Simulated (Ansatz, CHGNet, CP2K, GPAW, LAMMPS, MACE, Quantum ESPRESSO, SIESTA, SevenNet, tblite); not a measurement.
**Other levels on glassy 55SiO2-25B2O3-10CaO-10K2O (mol %) (68 atoms)**

Density of this cell: 2.43 g/cm³. The cell holds 68 atoms: 11 Si, 10 B, 2 Ca, 4 K and 41 O. Its edges and angles: a = 9.642 Å, b = 9.642 Å, c = 9.642 Å, α = 90.0°, β = 90.0°, γ = 90.0°. 68 atoms (11 Si, 10 B, 2 Ca, 4 K, 41 O) placed at random at 2.27 g/cm³, melted at 3000 K for 20 ps at fixed volume with the Buckingham and Coulomb pair potential of Guillot and Sator (Geochim. Cosmochim. Acta 71, 1249 (2007)) with the boron terms of Wang et al. (J. Non-Cryst. Solids 498, 294 (2018)). Quenched from 3000 K to 300 K at 20 K/ps and fixed volume, held 10 ps at zero pressure, then minimised at fixed cell.

Geometry: as built.

The reference, a calculation:

| Item | Value |
| --- | --- |
| method | Kohn-Sham DFT, PBE, SSSP efficiency 1.3.0 pseudopotentials, plane waves (Quantum ESPRESSO 7.5); sssp-pbe-1.3.0-efficiency, cutoffs 60/480 Ry, Γ point |
| r.m.s. force component | 0.9621 eV/Å |
| longest force | 3.171 eV/Å |
| pressure | -0.8833 GPa |
| gap (highest filled to lowest empty level) | 1.899 eV |
| time | 3.1 min on 2 MPI ranks of Arm Neoverse V1, shared host |
| CPU time | 6.2 min |

Q: Estimate the differences from the reference, the CPU time and the memory of each run.
- GPAW PBE, LCAO sz(dzp), h 0.18 Å (GPAW 26.7.0; 1 thread)
- GPAW PBE, LCAO szp(dzp), h 0.18 Å (GPAW 26.7.0; 1 thread)
- CP2K PBE, DZVP-MOLOPT-SR, 600/50 Ry, diagonalisation (CP2K 2026.2; 2 threads)
- SIESTA PBE, DZP, shift 0.01 Ry, mesh 500 Ry (SIESTA 5.4.2; 2 MPI ranks)
- SIESTA PBE, SZP, shift 0.01 Ry, mesh 500 Ry (SIESTA 5.4.2; 2 MPI ranks)
- GPAW LDA, LCAO dzp, h 0.18 Å (GPAW 26.7.0; 1 thread)
- CP2K PBE, SZV-MOLOPT-SR, 600/50 Ry, OT DIIS (CP2K 2026.2; 2 threads)
- SevenNet l3i5 potential (SevenNet l3i5; 1 thread)
- CHGNet r2SCAN potential (CHGNet r2SCAN; 1 thread)
- GPAW PBE, LCAO dzp, h 0.18 Å (GPAW 26.7.0; 1 thread)

Differences are against the plane-wave reference, forces as r.m.s. over components; share is that over the reference's r.m.s. force, slope the least-squares factor from reference forces to these. Total energies of different programs have different zeros and aren't compared.

```
                                                 run  Δ force, r.m.s. (meV/Å)  share (%)  slope  Δ pressure (GPa)  Δ gap (eV)  cores  CPU time  memory (GiB)
                                           reference                        -          -      -                 -           -      2   6.2 min           2.4
           GPAW PBE, LCAO sz(dzp), h 0.18 Å (coarse)                      867       90.1  1.112                 -      -0.476      1      61 s          0.96
          GPAW PBE, LCAO szp(dzp), h 0.18 Å (coarse)                      476       49.4  1.241                 -      -0.256      1   2.1 min           1.2
CP2K PBE, DZVP-MOLOPT-SR, 600/50 Ry, diagonalisation                      131       13.6  1.076             0.827     -0.0651      2   3.5 min           2.5
         SIESTA PBE, DZP, shift 0.01 Ry, mesh 500 Ry                      146       15.2  1.056              2.09      -0.277      2   5.7 min           2.2
SIESTA PBE, SZP, shift 0.01 Ry, mesh 500 Ry (coarse)                      436       45.3  1.173              7.87     -0.0976      2   4.7 min           2.0
                        GPAW LDA, LCAO dzp, h 0.18 Å                      178       18.5  1.025                 -      -0.369      1   2.7 min           1.2
CP2K PBE, SZV-MOLOPT-SR, 600/50 Ry, OT DIIS (coarse)                      777       80.8  1.191              20.1       -1.27      2   4.5 min           1.2
                             SevenNet l3i5 potential                      166       17.2  0.916             0.130           -      1     9.2 s           1.4
                             CHGNet r2SCAN potential                      445       46.3  0.582             -2.90           -      1     3.2 s           1.1
                        GPAW PBE, LCAO dzp, h 0.18 Å                      273       28.3  1.101                 -      -0.182      1   3.1 min           1.2
```

Rows marked coarse were listed beforehand as settings not expected to be converged; some can still land near the reference.

Times of the machine-learned potentials are mostly Python's start and the loading of weights.

CPU time is summed over cores on a shared host, where runs went side by side, so it is rough. Symmetry, cutoffs, thresholds, outputs and thread counts weren't matched or tuned between programs; memory under MPI is the largest rank's times the ranks.

The PBE runs in local orbitals, coarse settings apart, differ by 14 % (CP2K PBE, DZVP-MOLOPT-SR, 600/50 Ry, diagonalisation) to 28 % (GPAW PBE, LCAO dzp, h 0.18 Å); basis, grid and potentials can all enter. Machine-learned potentials differ by 17 % (SevenNet l3i5 potential) to 46 % (CHGNet r2SCAN potential); they were trained on other programs' data, some at another functional. Rows with another functional or a dispersion term differ by 19 % (GPAW LDA, LCAO dzp, h 0.18 Å), which mixes the change of model with differences of basis and potentials. Runs with settings chosen to be coarse differ by 45 % (SIESTA PBE, SZP, shift 0.01 Ry, mesh 500 Ry) to 90 % (GPAW PBE, LCAO sz(dzp), h 0.18 Å), their programs' other errors included. Machine-learned potentials mimic data converged in k, so the reference's own k-point error enters their differences. The network of bonds at the start is that of the classical potential that made the cell, and needn't be the one that DFT or experiment would give. The electronic-structure runs sample only Γ, in a cell whose shortest periodic width is 10 Å.

[Logs are printed without paths, hosts, clocks, repeated set-up lines and the standing remarks that a program may print on its own settings, such as how far it seeks lower states.]

[Hosts, paths, dates, database ids (printed as entryN), source tags and the programs' standing remarks are cut or masked in the printed files.]
